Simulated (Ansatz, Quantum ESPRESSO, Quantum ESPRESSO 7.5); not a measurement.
## From contact to tunnelling: vacuum gaps between two Al(111) faces

Aim: how the conductance falls as the barrier grows, for vacuum gaps between two Al(111) faces.

Calculated with Quantum ESPRESSO 7.5; plane-wave DFT, PBE, GBRV ultrasoft pseudopotentials (cross-check by Ansatz 0.2.0 with PAW datasets).

Report form: inputs, costs, results and the conclusion, without the logs.

**1. The structure**

The cell holds 18 atoms: 18 Al. Cell: a = 2.857 Å, b = 2.857 Å, c = 42.652 Å, α = 90.0°, β = 90.0°, γ = 60.0°. It derives from Al. Regions: left lead, 9 atoms (9 Al); right lead, 9 atoms (9 Al). The structure is stacked, and the current runs, along c.

**2. SCF with pw.x, 3 Å**

One periodic cell holds a lead period, the junction and more lead; the atoms stay as built.

File j0.scf.in:

```
&control
  prefix = 'j0.scf'
  outdir = './out'
  pseudo_dir = './pseudo'
  calculation = 'scf'
  tprnfor = .true.
/
&system
  ibrav = 0
  nat = 18
  ntyp = 1
  ecutwfc = 40
  ecutrho = 200
  occupations = 'smearing'
  smearing = 'mv'
  degauss = 0.01
/
&electrons
  conv_thr = 1e-07
  mixing_beta = 0.25
  electron_maxstep = 120
  mixing_mode = 'local-TF'
/
ATOMIC_SPECIES
  Al  26.9815  al_pbe_v1.uspp.F.UPF
CELL_PARAMETERS angstrom
  2.85671139599365 0.00000000000000 0.00000000000000
  1.42835569799683 2.47398464021101 0.00000000000000
  0.00000000000000 0.00000000000000 42.65241648794350
ATOMIC_POSITIONS crystal
  Al  0.000000000000 0.000000000000 0.000000000000
  Al  0.333333333000 0.333333333000 0.054686118152
  Al  0.666666667000 0.666666667000 0.109372236304
  Al  0.000000000000 0.000000000000 0.164058354456
  Al  0.333333333000 0.333333333000 0.218744472608
  Al  0.666666667000 0.666666667000 0.273430590760
  Al  0.000000000000 0.000000000000 0.328116708912
  Al  0.333333333000 0.333333333000 0.382802827064
  Al  0.666666667000 0.666666667000 0.437488945216
  Al  0.000000000000 0.000000000000 0.507824936632
  Al  0.333333333000 0.333333333000 0.562511054784
  Al  0.666666667000 0.666666667000 0.617197172936
  Al  0.000000000000 0.000000000000 0.671883291088
  Al  0.333333333000 0.333333333000 0.726569409240
  Al  0.666666667000 0.666666667000 0.781255527392
  Al  0.000000000000 0.000000000000 0.835941645544
  Al  0.333333333000 0.333333333000 0.890627763696
  Al  0.666666667000 0.666666667000 0.945313881848
K_POINTS automatic
  10 10 1 0 0 0
```

Command:

```console
$ OMP_NUM_THREADS=1 mpirun -n 4 pw.x -nk 4 -in j0.scf.in > j0.scf.out
```

The job ended after 16 min (4 MPI ranks of Intel Xeon at 2.50GHz (Skylake/Cascade Lake), shared host; peak memory 0.63 GiB; 64 min of CPU time).

Residual by cycle:

cycle, log10 residual and a bar from the least value:
```
        1        0.9 ##############################
       12       -0.4 ######################
       23       -3.3 ####
       33       -1.7 ##############
       44       -3.4 ###
       55       -2.0 ############
       66       -2.2 ###########
       77       -2.5 #########
       88       -3.9 
       98       -1.7 ##############
      109       -2.3 ##########
      120       -2.6 ########
```

No converged result was reached; the numbers in the log don't describe the system.

After 120 cycles the residual stands at 0.0024, with no steady fall over the second half. The cap of 120 cycles in the input ended the loop.

More iterations help only where the error still falls; otherwise mixing must be gentler (smaller beta, local-TF) or the set-up mended.

**3. Cross-check with Ansatz, 3 Å**

As a check, the same structure is run in Ansatz.

Level of this step: plane-wave DFT, PBE, Ansatz PAW (Ansatz 0.2.0).

File input.yaml:

```yaml
crystal:
  lattice:
    - [2.856711396, 0.0, 0.0]
    - [1.428355698, 2.4739846402, 0.0]
    - [0.0, 0.0, 42.6524164879]
  atoms:
    - { symbol: Al, position: [0.0, 0.0, 0.0] }
    - { symbol: Al, position: [0.333333333, 0.333333333, 0.0546861182] }
    - { symbol: Al, position: [0.666666667, 0.666666667, 0.1093722363] }
    - { symbol: Al, position: [0.0, 0.0, 0.1640583545] }
    - { symbol: Al, position: [0.333333333, 0.333333333, 0.2187444726] }
    - { symbol: Al, position: [0.666666667, 0.666666667, 0.2734305908] }
    - { symbol: Al, position: [0.0, 0.0, 0.3281167089] }
    - { symbol: Al, position: [0.333333333, 0.333333333, 0.3828028271] }
    - { symbol: Al, position: [0.666666667, 0.666666667, 0.4374889452] }
    - { symbol: Al, position: [0.0, 0.0, 0.5078249366] }
    - { symbol: Al, position: [0.333333333, 0.333333333, 0.5625110548] }
    - { symbol: Al, position: [0.666666667, 0.666666667, 0.6171971729] }
    - { symbol: Al, position: [0.0, 0.0, 0.6718832911] }
    - { symbol: Al, position: [0.333333333, 0.333333333, 0.7265694092] }
    - { symbol: Al, position: [0.666666667, 0.666666667, 0.7812555274] }
    - { symbol: Al, position: [0.0, 0.0, 0.8359416455] }
    - { symbol: Al, position: [0.333333333, 0.333333333, 0.8906277637] }
    - { symbol: Al, position: [0.666666667, 0.666666667, 0.9453138818] }
kpoints:
  mp_grid: { grid: [10, 10, 1] }
hamiltonian:
  xc: pbe
scf:
  occupations: { method: fermi_dirac, width: 0.1 }
  convergence: { dr2_threshold: 1.0e-08 }
output:
  transmission: { leads: [[0, 3]], e_range: [-0.4, 0.4], de: 0.4, kmesh: [16, 16] }
  write_potential: true
  write_density: true
  volumetric_format: npy
  elf: true
```

Command:

```console
$ ansatz run input.yaml --threads 4 --pin off --max-ram 8192MiB --backend cpu --events-out ev --progress --plain --runs-dir out
```

It took 22 s on 4 threads; peak memory 0.75 GiB.

Numbers from this step:

| Property | Result |
| --- | --- |
| free energy | -9674.8274 eV |
| energy at zero smearing | -9674.6791 eV |
| smearing term TS | 0.2966 eV |
| Fermi energy | 7.865 eV |
| symmetry operations | 12 |
| transmission at the Fermi level, one spin | 0.9762 |
| lead channels at the Fermi level, one spin | 1.316 |
| step of the lead's Hamiltonian over a period | 8.3 meV |

Per spin; mean over the k mesh across the current. Transmission, zone mean against energy, zero at the Fermi level:

```csv
energy (eV),"transmission, zone mean"
-0.400,0.988
0.000,0.976
0.400,1.07
```

Per spin; mean over the k mesh across the current. Open channels, zone mean against energy, zero at the Fermi level:

```csv
energy (eV),"open channels, zone mean"
-0.400,1.29
0.000,1.32
0.400,1.46
```

Valence density in the ca plane at fractional y = 0.000, with atoms of Al within 0.2 Å of it. It is the smooth field of the valence electrons, not physical close to the nuclei.

Values in e/Å³, 5 rows by 16 columns, each cell a mean:
```
0.14 0.16 0.20 0.18 0.14 0.18 0.12 0.14 0.11 0.19 0.20 0.15 0.15 0.20 0.19 0.11
0.20 0.20 0.19 0.21 0.18 0.21 0.13 0.12 0.20 0.19 0.21 0.19 0.19 0.21 0.19 0.20
0.19 0.18 0.19 0.21 0.20 0.21 0.13 0.11 0.20 0.17 0.20 0.21 0.21 0.20 0.17 0.20
0.19 0.19 0.20 0.20 0.17 0.20 0.13 0.13 0.18 0.19 0.21 0.18 0.18 0.21 0.19 0.18
0.12 0.14 0.20 0.17 0.13 0.18 0.12 0.13 0.08 0.19 0.19 0.14 0.14 0.19 0.19 0.08
```
Columns run along c (16.0 Å, from fractional 0.31 to 0.69 of the cell), rows up along a (2.9 Å). Atoms in or near the plane, at fractional coordinates: Al at (0.33, 0.00), Al at (0.51, 0.00), Al at (0.67, 0.00).

Electrostatic potential energy in the ca plane at fractional y = 0.000, with atoms of Al within 0.2 Å of it. With pseudopotentials it is smooth inside the atoms' cores, unlike the true potential.

Ten even steps from '0' (-9 eV) to '9' (10 eV), each cell a mean:
```
01420689889999889999602411689889999889861142
40003787678998767999730004787678998767874000
75457885336886435799975457875346886435887545
88788974114775213799998789874115775214788878
87678874225786324799987678874225875224788767
62125887557887656899852126886557887556885212
20201688888999888999710202788888998888872020
03630589999999999999503630689999999999860363
```
Columns run along c (16.0 Å, from fractional 0.31 to 0.69 of the cell; values clipped at the 3rd and 97th percentile), rows up along a (2.9 Å). Atoms in or near the plane, at fractional coordinates: Al at (0.33, 0.00), Al at (0.51, 0.00), Al at (0.67, 0.00).

**4. SCF with pw.x, 4 Å**

Level of this step: plane-wave DFT, PBE, GBRV ultrasoft pseudopotentials (Quantum ESPRESSO 7.5).

File j1.scf.in:

```
&control
  prefix = 'j1.scf'
  outdir = './out'
  pseudo_dir = './pseudo'
  calculation = 'scf'
  tprnfor = .true.
/
&system
  ibrav = 0
  nat = 18
  ntyp = 1
  ecutwfc = 40
  ecutrho = 200
  occupations = 'smearing'
  smearing = 'mv'
  degauss = 0.01
/
&electrons
  conv_thr = 1e-07
  mixing_beta = 0.25
  electron_maxstep = 120
  mixing_mode = 'local-TF'
/
ATOMIC_SPECIES
  Al  26.9815  al_pbe_v1.uspp.F.UPF
CELL_PARAMETERS angstrom
  2.85671139599365 0.00000000000000 0.00000000000000
  1.42835569799683 2.47398464021101 0.00000000000000
  0.00000000000000 0.00000000000000 43.65241648794350
ATOMIC_POSITIONS crystal
  Al  0.000000000000 0.000000000000 0.000000000000
  Al  0.333333333000 0.333333333000 0.053433355475
  Al  0.666666667000 0.666666667000 0.106866710949
  Al  0.000000000000 0.000000000000 0.160300066424
  Al  0.333333333000 0.333333333000 0.213733421898
  Al  0.666666667000 0.666666667000 0.267166777373
  Al  0.000000000000 0.000000000000 0.320600132848
  Al  0.333333333000 0.333333333000 0.374033488322
  Al  0.666666667000 0.666666667000 0.427466843797
  Al  0.000000000000 0.000000000000 0.519099800728
  Al  0.333333333000 0.333333333000 0.572533156203
  Al  0.666666667000 0.666666667000 0.625966511678
  Al  0.000000000000 0.000000000000 0.679399867152
  Al  0.333333333000 0.333333333000 0.732833222627
  Al  0.666666667000 0.666666667000 0.786266578102
  Al  0.000000000000 0.000000000000 0.839699933576
  Al  0.333333333000 0.333333333000 0.893133289051
  Al  0.666666667000 0.666666667000 0.946566644525
K_POINTS automatic
  10 10 1 0 0 0
```

Command:

```console
$ OMP_NUM_THREADS=1 mpirun -n 4 pw.x -nk 4 -in j1.scf.in > j1.scf.out
```

Wall time 5.9 min (4 MPI ranks); peak memory 0.64 GiB; 23 min of CPU time.

This step gave:

- free energy: -1641.7136 eV
- Fermi energy: 7.659 eV

**5. Transmission with pwcond.x, 4 Å**

prefixt takes both regions from one run: the lead from 0 to bdl, the scattering region from bdl to bds (units of alat). ikind = 1 puts the same lead on both sides. The program's T_tot counts both spins in a run without spin; the tables below give T per spin.

File j1.cond.in:

```
&inputcond
  outdir = './out'
  prefixt = 'j1.scf'
  tran_file = 'j1.cond.dat'
  bdl = 2.4494897419
  bds = 15.2806533244
  ikind = 1
  ewind = 4.0
  epsproj = 1e-05
  nz1 = 7
  energy0 = 0.4
  denergy = -0.4
/
30
  0.00000000 0.00000000 0.00390625
  0.00000000 0.06250000 0.02343750
  0.00000000 0.12500000 0.02343750
  0.00000000 0.18750000 0.02343750
  0.00000000 0.25000000 0.02343750
  0.00000000 0.31250000 0.02343750
  0.00000000 0.37500000 0.02343750
  0.00000000 0.43750000 0.02343750
  0.00000000 0.50000000 0.01171875
  0.06250000 0.12500000 0.02343750
  0.06250000 0.18750000 0.04687500
  0.06250000 0.25000000 0.04687500
  0.06250000 0.31250000 0.04687500
  0.06250000 0.37500000 0.04687500
  0.06250000 0.43750000 0.04687500
  0.06250000 0.50000000 0.04687500
  0.12500000 0.25000000 0.02343750
  0.12500000 0.31250000 0.04687500
  0.12500000 0.37500000 0.04687500
  0.12500000 0.43750000 0.04687500
  0.12500000 0.50000000 0.04687500
  0.12500000 0.56250000 0.02343750
  0.18750000 0.37500000 0.02343750
  0.18750000 0.43750000 0.04687500
  0.18750000 0.50000000 0.04687500
  0.18750000 0.56250000 0.04687500
  0.25000000 0.50000000 0.02343750
  0.25000000 0.56250000 0.04687500
  0.25000000 0.62500000 0.02343750
  0.31250000 0.62500000 0.02343750
3
```

Command:

```console
$ OMP_NUM_THREADS=1 mpirun -n 4 pwcond.x -in j1.cond.in > j1.cond.out
```

Wall time 3.4 min (4 MPI ranks); peak memory 0.29 GiB.

Numbers from this step:

- lead channels at the Fermi level, one spin: 1.387
- transmission at the Fermi level, one spin: 0.3476
- conductance: 0.3476 G₀

Per spin; mean over the k mesh across the current. The transmission, zone mean by energy, zero at the Fermi level:

```csv
energy (eV),"transmission, zone mean"
-0.400,0.300
0.000,0.348
0.400,0.393
```

**6. The same in Ansatz, 4 Å**

Level of this step: plane-wave DFT, PBE, Ansatz PAW (Ansatz 0.2.0).

File input.yaml:

```yaml
crystal:
  lattice:
    - [2.856711396, 0.0, 0.0]
    - [1.428355698, 2.4739846402, 0.0]
    - [0.0, 0.0, 43.6524164879]
  atoms:
    - { symbol: Al, position: [0.0, 0.0, 0.0] }
    - { symbol: Al, position: [0.333333333, 0.333333333, 0.0534333555] }
    - { symbol: Al, position: [0.666666667, 0.666666667, 0.1068667109] }
    - { symbol: Al, position: [0.0, 0.0, 0.1603000664] }
    - { symbol: Al, position: [0.333333333, 0.333333333, 0.2137334219] }
    - { symbol: Al, position: [0.666666667, 0.666666667, 0.2671667774] }
    - { symbol: Al, position: [0.0, 0.0, 0.3206001328] }
    - { symbol: Al, position: [0.333333333, 0.333333333, 0.3740334883] }
    - { symbol: Al, position: [0.666666667, 0.666666667, 0.4274668438] }
    - { symbol: Al, position: [0.0, 0.0, 0.5190998007] }
    - { symbol: Al, position: [0.333333333, 0.333333333, 0.5725331562] }
    - { symbol: Al, position: [0.666666667, 0.666666667, 0.6259665117] }
    - { symbol: Al, position: [0.0, 0.0, 0.6793998672] }
    - { symbol: Al, position: [0.333333333, 0.333333333, 0.7328332226] }
    - { symbol: Al, position: [0.666666667, 0.666666667, 0.7862665781] }
    - { symbol: Al, position: [0.0, 0.0, 0.8396999336] }
    - { symbol: Al, position: [0.333333333, 0.333333333, 0.8931332891] }
    - { symbol: Al, position: [0.666666667, 0.666666667, 0.9465666445] }
kpoints:
  mp_grid: { grid: [10, 10, 1] }
hamiltonian:
  xc: pbe
scf:
  occupations: { method: fermi_dirac, width: 0.1 }
  convergence: { dr2_threshold: 1.0e-08 }
output:
  transmission: { leads: [[0, 3]], e_range: [-0.4, 0.4], de: 0.4, kmesh: [16, 16] }
  write_potential: true
  write_density: true
  volumetric_format: npy
```

Command:

```console
$ ansatz run input.yaml --threads 4 --pin off --max-ram 8192MiB --backend cpu --events-out ev --progress --plain --runs-dir out
```

It took 23 s on 4 threads; peak memory 0.77 GiB.

Read from the output:

```
free energy                                  : -9674.4954 eV
energy at zero smearing                      : -9674.3560 eV
smearing term TS                             : 0.2788 eV
Fermi energy                                 : 7.593 eV
transmission at the Fermi level, one spin    : 0.3325
lead channels at the Fermi level, one spin   : 1.316
step of the lead's Hamiltonian over a period : 10.8 meV
```

Per spin; mean over the k mesh across the current. Table of transmission, zone mean by energy, zero at the Fermi level:

```csv
energy (eV),"transmission, zone mean"
-0.400,0.319
0.000,0.333
0.400,0.383
```

Ansatz finds T = 0.333 against pwcond's 0.348.

**7. Ground state, 5 Å**

Level of this step: plane-wave DFT, PBE, GBRV ultrasoft pseudopotentials (Quantum ESPRESSO 7.5).

File j2.scf.in:

```
&control
  prefix = 'j2.scf'
  outdir = './out'
  pseudo_dir = './pseudo'
  calculation = 'scf'
  tprnfor = .true.
/
&system
  ibrav = 0
  nat = 18
  ntyp = 1
  ecutwfc = 40
  ecutrho = 200
  occupations = 'smearing'
  smearing = 'mv'
  degauss = 0.01
/
&electrons
  conv_thr = 1e-07
  mixing_beta = 0.25
  electron_maxstep = 120
  mixing_mode = 'local-TF'
/
ATOMIC_SPECIES
  Al  26.9815  al_pbe_v1.uspp.F.UPF
CELL_PARAMETERS angstrom
  2.85671139599365 0.00000000000000 0.00000000000000
  1.42835569799683 2.47398464021101 0.00000000000000
  0.00000000000000 0.00000000000000 44.65241648794350
ATOMIC_POSITIONS crystal
  Al  0.000000000000 0.000000000000 0.000000000000
  Al  0.333333333000 0.333333333000 0.052236704550
  Al  0.666666667000 0.666666667000 0.104473409100
  Al  0.000000000000 0.000000000000 0.156710113650
  Al  0.333333333000 0.333333333000 0.208946818200
  Al  0.666666667000 0.666666667000 0.261183522750
  Al  0.000000000000 0.000000000000 0.313420227300
  Al  0.333333333000 0.333333333000 0.365656931850
  Al  0.666666667000 0.666666667000 0.417893636400
  Al  0.000000000000 0.000000000000 0.529869659050
  Al  0.333333333000 0.333333333000 0.582106363600
  Al  0.666666667000 0.666666667000 0.634343068150
  Al  0.000000000000 0.000000000000 0.686579772700
  Al  0.333333333000 0.333333333000 0.738816477250
  Al  0.666666667000 0.666666667000 0.791053181800
  Al  0.000000000000 0.000000000000 0.843289886350
  Al  0.333333333000 0.333333333000 0.895526590900
  Al  0.666666667000 0.666666667000 0.947763295450
K_POINTS automatic
  10 10 1 0 0 0
```

Command:

```console
$ OMP_NUM_THREADS=1 mpirun -n 4 pw.x -nk 4 -in j2.scf.in > j2.scf.out
```

Wall time 3.7 min (4 MPI ranks); peak memory 0.65 GiB; 15 min of CPU time.

This step gave:

| Quantity | Value |
| --- | --- |
| free energy | -1641.6309 eV |
| Fermi energy | 7.400 eV |

**8. Transmission with pwcond.x, 5 Å**

j2.cond.in, as its differences from the input of step 5:

```diff
@@ -2,6 +2,6 @@
   outdir = './out'
-  prefixt = 'j1.scf'
-  tran_file = 'j1.cond.dat'
+  prefixt = 'j2.scf'
+  tran_file = 'j2.cond.dat'
   bdl = 2.4494897419
-  bds = 15.2806533244
+  bds = 15.6307061864
   ikind = 1
```

Command:

```console
$ OMP_NUM_THREADS=1 mpirun -n 4 pwcond.x -in j2.cond.in > j2.cond.out
```

Elapsed: 3.5 min, on 4 MPI ranks; peak memory 0.3 GiB.

Read from the output:

```
lead channels at the Fermi level, one spin : 1.363
transmission at the Fermi level, one spin  : 0.07421
conductance                                : 0.07421 G₀
```

Per spin; mean over the k mesh across the current. Table of transmission, zone mean by energy, zero at the Fermi level:

```csv
energy (eV),"transmission, zone mean"
-0.400,0.0580
0.000,0.0742
0.400,0.0959
```

At 0.000 eV; k in fractions of b1, b2. Transmission by k point:

```csv
k1,k2,weight,t,channels
0,0,0.003906,0.2647,1
0,0.0625,0.02344,0.2531,1
0,0.125,0.02344,0.22,1
0,0.1875,0.02344,0.1721,1
0,0.25,0.02344,0.122,1
0,0.3125,0.02344,0.1035,1
0,0.375,0.02344,0.03613,2
0,0.4375,0.02344,0.002592,1
0,0.5,0.01172,0.0156,2
0.0625,0.125,0.02344,0.2307,1
0.0625,0.1875,0.04688,0.19,1
0.0625,0.25,0.04688,0.141,1
0.0625,0.3125,0.04688,0.09647,1
0.0625,0.375,0.04688,0.04706,2
0.0625,0.4375,0.04688,0.02218,2
0.0625,0.5,0.04688,0.01581,2
0.125,0.25,0.02344,0.148,1
0.125,0.3125,0.04688,0.1043,1
0.125,0.375,0.04688,0.08001,1
0.125,0.4375,0.04688,0.0305,2
0.125,0.5,0.04688,0.01435,1
0.125,0.5625,0.02344,0.01325,2
0.1875,0.375,0.02344,0.06944,1
0.1875,0.4375,0.04688,0.06836,1
0.1875,0.5,0.04688,0.01959,2
0.1875,0.5625,0.04688,0.01325,2
0.25,0.5,0.02344,0.03555,1
0.25,0.5625,0.04688,0.01114,2
0.25,0.625,0.02344,1.57e-4,1
0.3125,0.625,0.02344,0,0
```

T goes from 0.348 to 0.0742, a factor of 4.7.

**9. Cross-check with Ansatz, 5 Å**

Level of this step: plane-wave DFT, PBE, Ansatz PAW (Ansatz 0.2.0).

File input.yaml:

```yaml
crystal:
  lattice:
    - [2.856711396, 0.0, 0.0]
    - [1.428355698, 2.4739846402, 0.0]
    - [0.0, 0.0, 44.6524164879]
  atoms:
    - { symbol: Al, position: [0.0, 0.0, 0.0] }
    - { symbol: Al, position: [0.333333333, 0.333333333, 0.0522367046] }
    - { symbol: Al, position: [0.666666667, 0.666666667, 0.1044734091] }
    - { symbol: Al, position: [0.0, 0.0, 0.1567101136] }
    - { symbol: Al, position: [0.333333333, 0.333333333, 0.2089468182] }
    - { symbol: Al, position: [0.666666667, 0.666666667, 0.2611835228] }
    - { symbol: Al, position: [0.0, 0.0, 0.3134202273] }
    - { symbol: Al, position: [0.333333333, 0.333333333, 0.3656569318] }
    - { symbol: Al, position: [0.666666667, 0.666666667, 0.4178936364] }
    - { symbol: Al, position: [0.0, 0.0, 0.5298696591] }
    - { symbol: Al, position: [0.333333333, 0.333333333, 0.5821063636] }
    - { symbol: Al, position: [0.666666667, 0.666666667, 0.6343430682] }
    - { symbol: Al, position: [0.0, 0.0, 0.6865797727] }
    - { symbol: Al, position: [0.333333333, 0.333333333, 0.7388164772] }
    - { symbol: Al, position: [0.666666667, 0.666666667, 0.7910531818] }
    - { symbol: Al, position: [0.0, 0.0, 0.8432898864] }
    - { symbol: Al, position: [0.333333333, 0.333333333, 0.8955265909] }
    - { symbol: Al, position: [0.666666667, 0.666666667, 0.9477632954] }
kpoints:
  mp_grid: { grid: [10, 10, 1] }
hamiltonian:
  xc: pbe
scf:
  occupations: { method: fermi_dirac, width: 0.1 }
  convergence: { dr2_threshold: 1.0e-08 }
output:
  transmission: { leads: [[0, 3]], e_range: [-0.4, 0.4], de: 0.4, kmesh: [16, 16] }
  write_potential: true
  write_density: true
  volumetric_format: npy
```

Command:

```console
$ ansatz run input.yaml --threads 4 --pin off --max-ram 8192MiB --backend cpu --events-out ev --progress --plain --runs-dir out
```

Run time: 28 s. Hardware: 4 threads; peak memory 0.76 GiB.

This step gave:

| Item | Value |
| --- | --- |
| free energy | -9674.3964 eV |
| energy at zero smearing | -9674.2607 eV |
| smearing term TS | 0.2714 eV |
| Fermi energy | 7.333 eV |
| transmission at the Fermi level, one spin | 0.06983 |
| lead channels at the Fermi level, one spin | 1.316 |
| step of the lead's Hamiltonian over a period | 12 meV |

Per spin; mean over the k mesh across the current. Table of transmission, zone mean by energy, zero at the Fermi level:

```csv
energy (eV),"transmission, zone mean"
-0.400,0.0585
0.000,0.0698
0.400,0.0982
```

Ansatz finds T = 0.0698 against pwcond's 0.0742.

(Part 1 of 3 ends here.)

[Long decimals in the printed logs are rounded to 6 places.]

[Logs are printed without paths, hosts, clocks, repeated set-up lines and the standing remarks that a program may print on its own settings, such as how far it seeks lower states.]

[Hosts, paths, dates, database ids (printed as entryN), source tags and the programs' standing remarks are cut or masked in the printed files.]

[Maps of the electrostatic potential energy from Ansatz leave out the sawtooth potential of an applied field or a dipole correction, so their vacuum need not be flat; planar profiles and work functions include it.]
